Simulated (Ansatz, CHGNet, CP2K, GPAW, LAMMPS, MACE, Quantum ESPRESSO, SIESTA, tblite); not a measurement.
# Quantum ESPRESSO on glassy 67P2O5-33MgO (mol %) (80 atoms): settings compared

How far do other settings of Quantum ESPRESSO move the forces in glassy 67P2O5-33MgO (mol %) (80 atoms)? One run of the same program serves as the yardstick.

Calculated with Quantum ESPRESSO 7.5; the method is named at each step.

## Step 1: The structure

The cell holds 80 atoms: 20 P, 5 Mg and 55 O. Its edges and angles: a = 10.514 Å, b = 10.514 Å, c = 10.514 Å, α = 90.0°, β = 90.0°, γ = 90.0°. 80 atoms (20 P, 5 Mg, 55 O) placed at random at 2.32 g/cm³, melted at 4000 K for 10 ps at fixed volume with the Morse and Coulomb pair potential with partial charges (Pedone, Malavasi, Menziani, Cormack and Segre, J. Phys. Chem. B 110, 11780 (2006)). Quenched from 4000 K to 300 K at 25 K/ps and fixed volume, held 5 ps.

The yardstick, on the same geometry:

* method: Kohn-Sham DFT, PBE, SSSP efficiency 1.3.0 pseudopotentials, plane waves (Quantum ESPRESSO 7.5); sssp-pbe-1.3.0-efficiency, cutoffs 60/480 Ry, Γ point
* r.m.s. force component: 1.479 eV/Å
* longest force: 6.598 eV/Å
* pressure: 2.264 GPa
* gap (highest filled to lowest empty level): 1.154 eV
* time: 2 min on 4 MPI ranks of Arm Neoverse V2, shared host
* CPU time: 7.8 min

## Step 2: PBE, sssp-1.3.0-efficiency, 30/240 Ry

Method: Kohn-Sham DFT, PBE, SSSP efficiency 1.3.0 pseudopotentials, plane waves.

pw.in

```
&control
  calculation = 'scf'
  pseudo_dir = './pseudo'
  outdir = './tmp'
  disk_io = 'none'
  tprnfor = .true.
  tstress = .true.
/
&system
  ibrav = 0
  nat = 80
  ntyp = 3
  ecutwfc = 30
  ecutrho = 240
  nosym = .true.
  occupations = 'smearing'
  smearing = 'fd'
  degauss = 0.003675
/
&electrons
  conv_thr = 4.0e-07
  electron_maxstep = 100
  mixing_beta = 0.4
  mixing_mode = 'plain'
  diagonalization = 'david'
/
ATOMIC_SPECIES
P 30.974 P.upf
Mg 24.305 Mg.upf
O 15.999 O.upf
CELL_PARAMETERS angstrom
10.51380 0.00000 0.00000
0.00000 10.51380 0.00000
0.00000 0.00000 10.51380
ATOMIC_POSITIONS crystal
P 0.07919 0.07535 0.56718
P 0.57606 0.45722 0.08684
P 0.52913 0.34933 0.58552
P 0.04384 0.54973 0.69074
P 0.64198 0.29196 0.85402
P 0.52132 0.99295 0.22851
P 0.39870 0.68560 0.05716
P 0.19398 0.36574 0.27574
P 0.92547 0.37613 0.89145
P 0.20089 0.98943 0.81809
P 0.99037 0.85404 0.98102
P 0.59078 0.08698 0.49529
P 0.56360 0.61594 0.46943
P 0.98653 0.34062 0.48698
P 0.85401 0.52924 0.13639
P 0.30234 0.63351 0.32798
P 0.75683 0.80149 0.80217
P 0.82451 0.91935 0.54322
P 0.95186 0.08114 0.16345
P 0.30673 0.53777 0.82552
Mg 0.21529 0.26760 0.97051
Mg 0.75580 0.77181 0.27015
Mg 0.52781 0.98468 0.93662
Mg 0.45909 0.83963 0.68679
Mg 0.23456 0.06770 0.29749
O 0.62540 0.85807 0.81646
O 0.01039 0.68197 0.67281
O 0.27980 0.25534 0.30318
O 0.15745 0.04891 0.45648
O 0.21302 0.72465 0.38892
O 0.58727 0.33666 0.72461
O 0.32062 0.40556 0.88333
O 0.17388 0.37237 0.13339
O 0.86696 0.84054 0.89923
O 0.42463 0.61391 0.40705
O 0.57644 0.06479 0.35275
O 0.94952 0.94175 0.09197
O 0.90953 0.06687 0.29608
O 0.14046 0.03949 0.69394
O 0.34853 0.67354 0.19321
O 0.54669 0.06033 0.10670
O 0.57035 0.73287 0.55631
O 0.65304 0.62804 0.35904
O 0.29930 0.88830 0.78098
O 0.49481 0.01496 0.57992
O 0.83042 0.67078 0.13179
O 0.95336 0.99269 0.56501
O 0.80303 0.85933 0.67601
O 0.43369 0.81593 0.01303
O 0.78913 0.32471 0.85307
O 0.50897 0.58597 0.05925
O 0.02560 0.27814 0.89350
O 0.09339 0.09658 0.16979
O 0.03250 0.21683 0.56629
O 0.38458 0.97100 0.26371
O 0.58054 0.22971 0.52138
[... 20 atom lines left out ...]
O 0.03547 0.45652 0.57126
O 0.60003 0.86822 0.22528
O 0.87668 0.18071 0.09513
O 0.91938 0.49392 0.25760
K_POINTS gamma
```

Command:

```bash
$ OMP_NUM_THREADS=1 mpirun -np 2 pw.x -in pw.in > output.txt
```

The log of the run:

```text
Program PWSCF
     gamma-point specific algorithms are used
     Parallelization info
     sticks:   dense  smooth     PW     G-vecs:    dense   smooth      PW
     Min        3758    1879    474               246026    86959   10910
     Max        3763    1882    475               246031    86966   10913
     Sum        7521    3761    949               492057   173925   21823
     bravais-lattice index     =            0
     lattice parameter (alat)  =      19.8682  a.u.
     unit-cell volume          =    7842.8830 (a.u.)^3
     number of atoms/cell      =           80
     number of atomic types    =            3
     number of electrons       =       440.00
     number of Kohn-Sham states=          264
     kinetic-energy cutoff     =      30.0000  Ry
     charge density cutoff     =     240.0000  Ry
     scf convergence threshold =      4.0E-07
     mixing beta               =       0.4000
     number of iterations used =            8  plain     mixing
     Exchange-correlation= SLA  PW   PBX  PBC
                           (   1   4   3   4   0   0   0)
     crystal axes: (cart. coord. in units of alat)
               a(1) = (   1.000000   0.000000   0.000000 )
               a(2) = (   0.000000   1.000000   0.000000 )
               a(3) = (   0.000000   0.000000   1.000000 )
     reciprocal axes: (cart. coord. in units 2 pi/alat)
               b(1) = (  1.000000  0.000000  0.000000 )
               b(2) = (  0.000000  1.000000  0.000000 )
               b(3) = (  0.000000  0.000000  1.000000 )
     PseudoPot. # 1 for P :
     Pseudo is Ultrasoft + core correction, Zval =  5.0
     PseudoPot. # 2 for Mg:
     Pseudo is Projector augmented-wave + core cor, Zval =  2.0
     PseudoPot. # 3 for O :
     Pseudo is Projector augmented-wave + core cor, Zval =  6.0
     atomic species   valence    mass     pseudopotential
     P                 5.00    30.97400     P ( 1.00)
     Mg                2.00    24.30500     Mg( 1.00)
     O                 6.00    15.99900     O ( 1.00)
     No symmetry found
   Cartesian axes
     number of k points=     1  Fermi-Dirac smearing, width (Ry)=  0.0037
                       cart. coord. in units 2pi/alat
        k(    1) = (   0.0000000   0.0000000   0.0000000), wk =   2.0000000
     Dense  grid:   246029 G-vectors     FFT dimensions: ( 100, 100, 100)
     Smooth grid:    86963 G-vectors     FFT dimensions: (  72,  72,  72)
     Check: negative core charge=   -0.000011
     Initial potential from superposition of free atoms
     starting charge     439.9921, renormalised to     440.0000
     Starting wfcs are  320 randomized atomic wfcs
     Self-consistent Calculation
     iteration #  1     ecut=    30.00 Ry     beta= 0.40
     total energy              =   -2736.50645596 Ry
     estimated scf accuracy    <      18.92226397 Ry
     iteration #  2     ecut=    30.00 Ry     beta= 0.40
     total energy              =   -2740.66748560 Ry
     estimated scf accuracy    <       1.18306324 Ry
     iteration #  3     ecut=    30.00 Ry     beta= 0.40
     total energy              =   -2740.73976885 Ry
     estimated scf accuracy    <       0.30509031 Ry
     iteration #  4     ecut=    30.00 Ry     beta= 0.40
     negative rho (up, down):  3.131E-05 0.000E+00
     total energy              =   -2740.75650417 Ry
     estimated scf accuracy    <       0.05578393 Ry
     iteration #  5     ecut=    30.00 Ry     beta= 0.40
     negative rho (up, down):  6.300E-05 0.000E+00
     total energy              =   -2740.75987745 Ry
     estimated scf accuracy    <       0.00564564 Ry
     iteration #  6     ecut=    30.00 Ry     beta= 0.40
     negative rho (up, down):  6.881E-05 0.000E+00
     total energy              =   -2740.76111641 Ry
     estimated scf accuracy    <       0.00087184 Ry
     iteration #  7     ecut=    30.00 Ry     beta= 0.40
     negative rho (up, down):  6.292E-05 0.000E+00
     total energy              =   -2740.76150747 Ry
     estimated scf accuracy    <       0.00034199 Ry
     iteration #  8     ecut=    30.00 Ry     beta= 0.40
     negative rho (up, down):  5.469E-05 0.000E+00
     total energy              =   -2740.76156669 Ry
     estimated scf accuracy    <       0.00001499 Ry
     iteration #  9     ecut=    30.00 Ry     beta= 0.40
     negative rho (up, down):  5.275E-05 0.000E+00
     total energy              =   -2740.76157031 Ry
     estimated scf accuracy    <       0.00001191 Ry
     iteration # 10     ecut=    30.00 Ry     beta= 0.40
     negative rho (up, down):  5.082E-05 0.000E+00
     total energy              =   -2740.76157198 Ry
     estimated scf accuracy    <       0.00000064 Ry
     iteration # 11     ecut=    30.00 Ry     beta= 0.40
     negative rho (up, down):  4.982E-05 0.000E+00
     End of self-consistent calculation
          k = 0.0000 0.0000 0.0000 ( 10912 PWs)   bands (ev):
   -22.1136 -21.8482 -21.6378 -21.4043 -21.3314 -21.1378 -20.7516 -20.6153
   -20.4858 -20.3112 -20.2185 -20.1435 -19.8973 -19.7300 -19.6761 -19.5919
   -19.5480 -19.3677 -19.0847 -18.9745 -18.9162 -18.8128 -18.6681 -18.5151
   -18.0805 -17.8727 -17.7575 -17.7326 -17.5940 -17.4702 -17.3471 -17.2915
   -17.2079 -16.9501 -16.9365 -16.8174 -16.7767 -16.6827 -16.4149 -16.3368
   -16.3034 -16.1388 -15.9673 -15.8639 -15.7733 -15.7544 -15.5828 -15.3563
   -15.3306 -15.2861 -15.0569 -14.8841 -14.6988 -13.6329 -12.9931 -12.3615
   -11.9923 -11.7439 -11.3733 -11.1340 -10.9534 -10.4822 -10.1619 -10.0085
    -9.7291  -9.5551  -9.2986  -9.1044  -8.9362  -8.8468  -8.7355  -8.5350
    -8.3916  -8.0191  -7.9421  -7.8459  -7.6830  -7.5955  -7.5286  -6.7033
    -5.5022  -5.3315  -5.0984  -5.0738  -4.9908  -4.8642  -4.6333  -4.6215
    -4.5927  -4.4704  -4.3256  -4.2717  -4.1462  -4.0841  -4.0631  -3.9967
[...]
6.9551   7.1960   7.5142   7.6446   7.6896   7.8868   7.9084   8.0285
     8.1167   8.2448   8.3688   8.5295   8.5855   8.6411   8.7422   8.8899
     8.9581   9.0660   9.1504   9.1558   9.2504   9.2879   9.4188   9.4430
     9.5232   9.6158   9.6954   9.7306   9.7649   9.8236   9.8529   9.9179
     9.9538  10.0264  10.1132  10.1425  10.1989  10.2881  10.3705  10.4311
     the Fermi energy is     4.9189 ev
!    total energy              =   -2740.76157256 Ry
     estimated scf accuracy    <       0.00000017 Ry
     smearing contrib. (-TS)   =      -0.00000331 Ry
     internal energy E=F+TS    =   -2740.76156925 Ry
     The total energy is F=E-TS. E is the sum of the following terms:
     one-electron contribution =   -1441.60337021 Ry
     hartree contribution      =     931.41982653 Ry
     xc contribution           =    -513.45160248 Ry
     ewald contribution        =   -1037.73677612 Ry
     one-center paw contrib.   =    -679.38964696 Ry
     convergence has been achieved in  11 iterations
     negative rho (up, down):  4.982E-05 0.000E+00
     Forces acting on atoms (cartesian axes, Ry/au):
     atom    1 type  1   force =    -0.08101871    0.01330160   -0.08992726
     atom    2 type  1   force =    -0.06281754   -0.03170621    0.10362245
     atom    3 type  1   force =    -0.22470032    0.10165298    0.06564989
     atom    4 type  1   force =     0.01373053    0.00566675   -0.02357298
     atom    5 type  1   force =     0.01240971   -0.04912538    0.03733249
     atom    6 type  1   force =     0.03543311   -0.16550271   -0.01982904
     atom    7 type  1   force =     0.05574211    0.02567684   -0.10743537
     atom    8 type  1   force =     0.02834326   -0.10287651   -0.11082751
     atom    9 type  1   force =     0.01824809    0.00267652    0.07692341
     atom   10 type  1   force =     0.05877234   -0.10175906    0.08868908
     atom   11 type  1   force =    -0.00982223   -0.04655232    0.07060055
     atom   12 type  1   force =    -0.09572106   -0.19693623    0.04689894
[...]
atom   76 type  3   force =    -0.00580664   -0.03681209   -0.00397400
     atom   77 type  3   force =     0.06471370    0.03023098   -0.00435526
     atom   78 type  3   force =     0.00270776    0.01389551    0.02167696
     atom   79 type  3   force =    -0.01431375    0.00185707   -0.06738617
     atom   80 type  3   force =    -0.01699582   -0.02153349   -0.04584364
     Total force =     0.886011     Total SCF correction =     0.000996
     Computing stress (Cartesian axis) and pressure
     negative rho (up, down):  4.982E-05 0.000E+00
          total   stress  (Ry/bohr**3)                   (kbar)     P=     -313.87
  -0.00209359  -0.00000059   0.00000509         -307.98       -0.09        0.75
  -0.00000059  -0.00220807  -0.00004712           -0.09     -324.82       -6.93
   0.00000509  -0.00004712  -0.00209937            0.75       -6.93     -308.83
     Message from routine punch:
     Nothing written, as per user request (disk_io='none')
```

Run time: 91 s. Hardware: 2 MPI ranks of Arm Neoverse V2, shared host; peak memory 1.2 GiB.

Banners, paths, timers and routine set-up lines are dropped from the logs unmarked, and long logs keep their key lines alone; longer cuts are marked.

Numbers from this run, and their distance from the reference:

* r.m.s. force component: 1.47 eV/Å
* r.m.s. difference of force components: 53.12 meV/Å
* longest difference of force vectors: 218.5 meV/Å
* force difference over r.m.s. force: 3.592 %
* slope of forces against the reference's: 0.9938
* correlation of force components: 0.9994
* gap (highest filled to lowest empty level): 1.087 eV
* gap difference: -0.0664 eV
* pressure: -31.39 GPa
* pressure difference: -33.65 GPa
* energy less the same-level run's: 592.8 meV/atom
* r.m.s. force difference from the same-level run: 53.12 meV/Å

This is a coarse setting, run to see what it loses.

Length of the force difference by element (eV/Å):

```
element  atoms   mean   most
     Mg      5  0.012  0.018
      O     55  0.095   0.22
      P     20  0.054  0.095
```

Levels nearest the highest filled one (eV from it): -2.57, -2.54, -2.43, -2.34, -2.22, -2.16, -2.10, -1.82, -1.78, -1.19, -0.73, 0.00, 1.09, 1.93, 2.24, 2.33, 2.58, 2.82, 3.14, 3.27, 3.31, 3.51, 3.53, 3.65.

A closer look about O80, which has 1 bonded neighbour where the commonest count for O is 2: 14 atoms, nearest first, numbered in the order of the input, with positions taken from that point.

```
atom      x      y      z  distance (Å)  bonds     Fx     Fy  Fz (eV/Å)
 O80   0.00   0.00   0.00          0.00      1  -0.44  -0.55      -1.18
 P15  -0.69   0.37  -1.27          1.49      4   1.49   1.45       3.22
 O46  -0.94   1.86  -1.32          2.47      2  -0.28   0.88      -0.92
 O57  -0.05  -0.39  -2.54          2.57      2   0.52  -0.02      -1.40
 O72   1.61  -1.67   1.15          2.59      2  -0.42   0.61       0.19
 O76  -2.16  -0.16  -1.49          2.62      2  -0.15  -0.95      -0.10
 P14   0.71  -1.61   2.41          2.99      4  -1.37   0.18       0.25
 O61  -0.76  -1.63   2.50          3.08      1  -0.10  -0.07      -0.75
  P8   2.89  -1.35   0.19          3.19      4   0.73  -2.65      -2.85
 O33   2.68  -1.28  -1.31          3.24      2  -0.79   0.27      -0.27
 O43  -2.80   1.41   1.07          3.31      2   0.49  -0.40       0.03
Mg22  -1.72   2.92   0.13          3.39      4  -0.77  -0.35      -0.09
 O73   3.44   0.06   0.55          3.49      2  -0.34  -0.50       0.92
 O77   1.22  -0.39   3.30          3.54      2   1.66   0.78      -0.11
```

Forces lie 3.6 % from the reference's, at 0.39 times its CPU time (on 2 against 4 cores).

Within one program, basis, potentials and functional, energies share a zero. Each run against its twin at the usual cutoff or grid and solver:

```
                                     run                              twin  Δ energy (meV/atom)  Δ force, r.m.s. (meV/Å)         CPU time over the twin's
QE PBE, sssp-1.3.0-efficiency, 30/240 Ry  sssp-1.3.0-efficiency, 60/480 Ry                  593                     53.1  0.39 (this twin ran on 4 cores)
```

## Step 3: Summary of results

| Item | Value |
| --- | --- |
| force difference from the reference | QE PBE, sssp-1.3.0-efficiency, 30/240 Ry (coarse), 3.6 % |
| its CPU time | 3 min |

**Reading.** Runs with settings chosen to be coarse differ by 3.6 % (QE PBE, sssp-1.3.0-efficiency, 30/240 Ry). One electronic-structure run takes under half the reference's CPU time: QE PBE, sssp-1.3.0-efficiency, 30/240 Ry, at 3.6 % in 3 min against 7.8 min; its pressure misses by -33.7 GPa. At the same functional, the gap of QE PBE, sssp-1.3.0-efficiency, 30/240 Ry lies 0.07 eV below the reference's 1.15 eV. In pressure, QE PBE, sssp-1.3.0-efficiency, 30/240 Ry misses by -33.7 GPa, at the same functional; a cutoff this low leaves a large Pulay stress. The reference's pressure holds the uncorrected Pulay stress of its 60 Ry basis, so small pressure differences, and their order, may be the reference's own error. The quench rate of 25 K/ps is many orders above laboratory rates, so the cell is likely richer in defects and strain than a real sample. The network of bonds at the start is that of the classical potential that made the cell, and needn't be the one that DFT or experiment would give. The electronic-structure runs sample only Γ, in a cell whose shortest periodic width is 11 Å.

[Also dropped from logs without a mark: logging warnings of Python, and SIESTA's first energy breakdown and zero terms.]

[Logs are printed without paths, hosts, clocks, repeated set-up lines and the standing remarks that a program may print on its own settings, such as how far it seeks lower states.]

[Hosts, paths, dates, database ids (printed as entryN), source tags and the programs' standing remarks are cut or masked in the printed files.]
